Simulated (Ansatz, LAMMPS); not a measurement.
# An extra electron or hole in glassy 83GeO2-17SiO2 (mol %) (258 atoms): runs compared

Aim: add and remove one electron in glassy 83GeO2-17SiO2 (mol %) (258 atoms), with atoms held and relaxed, and read trapping energy and localisation.

Computed with Ansatz 0.2.0: Kohn-Sham DFT, PBE, PAW (set soft_1), plane waves.

## (1) The cell as built

The cell holds 258 atoms: 71 Ge, 15 Si and 172 O. Its edges and angles: a = 15.910 Å, b = 15.910 Å, c = 15.910 Å, α = 90.0°, β = 90.0°, γ = 90.0°. 258 atoms (71 Ge, 15 Si, 172 O) placed at random at 3.43 g/cm³, melted at 4000 K for 10 ps at fixed volume with the Morse and Coulomb pair potential with partial charges (Pedone, Malavasi, Menziani, Cormack and Segre, J. Phys. Chem. B 110, 11780 (2006)). Quenched from 4000 K to 300 K at 25 K/ps and fixed volume, held 10 ps at zero pressure.

What the set-up can't give: The quench rate of 25 K/ps far exceeds what a furnace or splat quench reaches, so expect more defects and frozen-in strain than in a real sample. The starting topology of bonds comes from the classical model, and needn't be the one that DFT or experiment would give. Only the Γ point is sampled, in a cell whose shortest periodic width is 16 Å.

## (2) The reference run

The reference is a single point at the end of the relaxation.

The charged cells start from the geometry of this run, on a uniform background, with spin and a narrow Fermi–Dirac smearing.

Its input, with most atom lines left out:

```yaml
crystal:
  lattice:
    - [15.9097, 0.0, 0.0]
    - [0.0, 15.9097, 0.0]
    - [0.0, 0.0, 15.9097]
  atoms:
    - { symbol: Ge, position: [0.40089, 0.43689, 0.21613] }
    - { symbol: Ge, position: [0.29017, 0.10432, 0.98234] }
    - { symbol: Ge, position: [0.49158, 0.86774, 0.40354] }
    - { symbol: Ge, position: [0.24051, 0.73339, 0.60184] }
    - { symbol: Ge, position: [0.2848, 0.04996, 0.58125] }
    - { symbol: Ge, position: [0.84536, 0.34313, 0.98537] }
    - { symbol: Ge, position: [0.01182, 0.67337, 0.95191] }
    [... atom lines 8 to 258 left out ...]
kpoints:
  mp_grid: { grid: [1, 1, 1] }
hamiltonian:
  xc: pbe
  pseudopotentials: { kind: paw, azcp: { folder: soft_1 } }
scf:
  occupations: { method: fixed }
output:
  forces: true
  stress: true
  populations: true
  dos:
    method: { smearing: { sigma: 0.1 } }
    de: 0.1
    projected: { site_lists: { Ge: [Ge], O: [O], Si: [Si] } }
  eigenvalues: true
  write_density: true
  write_potential: true
  volumetric_format: npy
```

* free energy per atom: -1597.2824 eV/atom
* r.m.s. force component: 0.00591 eV/Å
* pressure: -1.755 GPa

Filled and empty levels are parted by 1.92 eV (at Γ alone); a semilocal functional tends to put such gaps too low. In a disordered cell it changes from sample to sample, and tail or defect levels can set it.

## (3) The runs

Each row is one run, on 16 threads of Arm Neoverse V2, shared host. The free energy is the program's total, comparable only between runs with the same functional, potentials and atoms; between charge states it hangs on the program's zero of potential.

```
                                              run  atoms    outcome  ionic steps, all passes  free energy (eV)     time  host memory (GiB)
                        Single point at the start    258  converged                        -       -412068.219     83 s                9.2
                                       Relaxation    258  converged                       14       -412098.863   13 min                9.2
             Single point at the relaxed geometry    258  converged                        -       -412098.863  2.4 min                 10
                    An extra electron, atoms held    258  converged                        -       -412093.980  7.7 min                 18
                 An extra electron, atoms relaxed    258  converged                        3       -412094.013  8.5 min                 16
An extra electron, levels at the relaxed geometry    258  converged                        -       -412094.013  8.8 min                 18
          Neutral at the geometry of the electron    258  converged                        -       -412098.826  2.4 min                 10
```

In some runs the program notes that the exchange-correlation potential is rough where the density is thin and starting moments were not kept.

## (4) Energies and spread of the extra charge

Energies are differences within one cell and functional; the shift is the gain plus the neutral cell's energy at the new geometry, that is how much cheaper the vertical process becomes there. The spread is the participation number of the site moments (1/Σw², over the spin inside atomic spheres), with the atom that holds the largest share and the spin that the spheres hold in all.

| carrier | charged less neutral, atoms held (eV) | gain on relaxing (eV) | neutral cell at that geometry, less the reference (eV) | shift of the vertical energy (eV) | spread, atoms held | spread, relaxed |
| --- | --- | --- | --- | --- | --- | --- |
| electron | 4.883 | 0.033 | 0.037 | 0.070 | - | - |

## (5) Outcome

The extra electron gains 0.033 eV as the atoms relax: so small a gain shows no trapping at this level. The cell with the electron keeps a moment of only 0.00 μB where one unpaired electron should give 1 μB: the carrier is shared between both spins, which can hide trapping. The runs for the hole were not obtained.

**Limits.** Single energies of charged cells hang on the program's zero of potential. In the spin-polarised runs the search for a state of lower energy was switched off. No distortion was seeded, so a trapped state behind a barrier can't be found. Local and semilocal functionals favour spread-out charges, so trapping can be missed. The pressure of -1.8 GPa means that a free cell would contract at this level. Charged cells carry a uniform background, with no correction for images.

The DFT runs together took 45 min of wall time.

[Logs are printed without paths, hosts, clocks, repeated set-up lines and the standing remarks that a program may print on its own settings, such as how far it seeks lower states.]

[Hosts, paths, dates, database ids (printed as entryN), source tags and the programs' standing remarks are cut or masked in the printed files.]
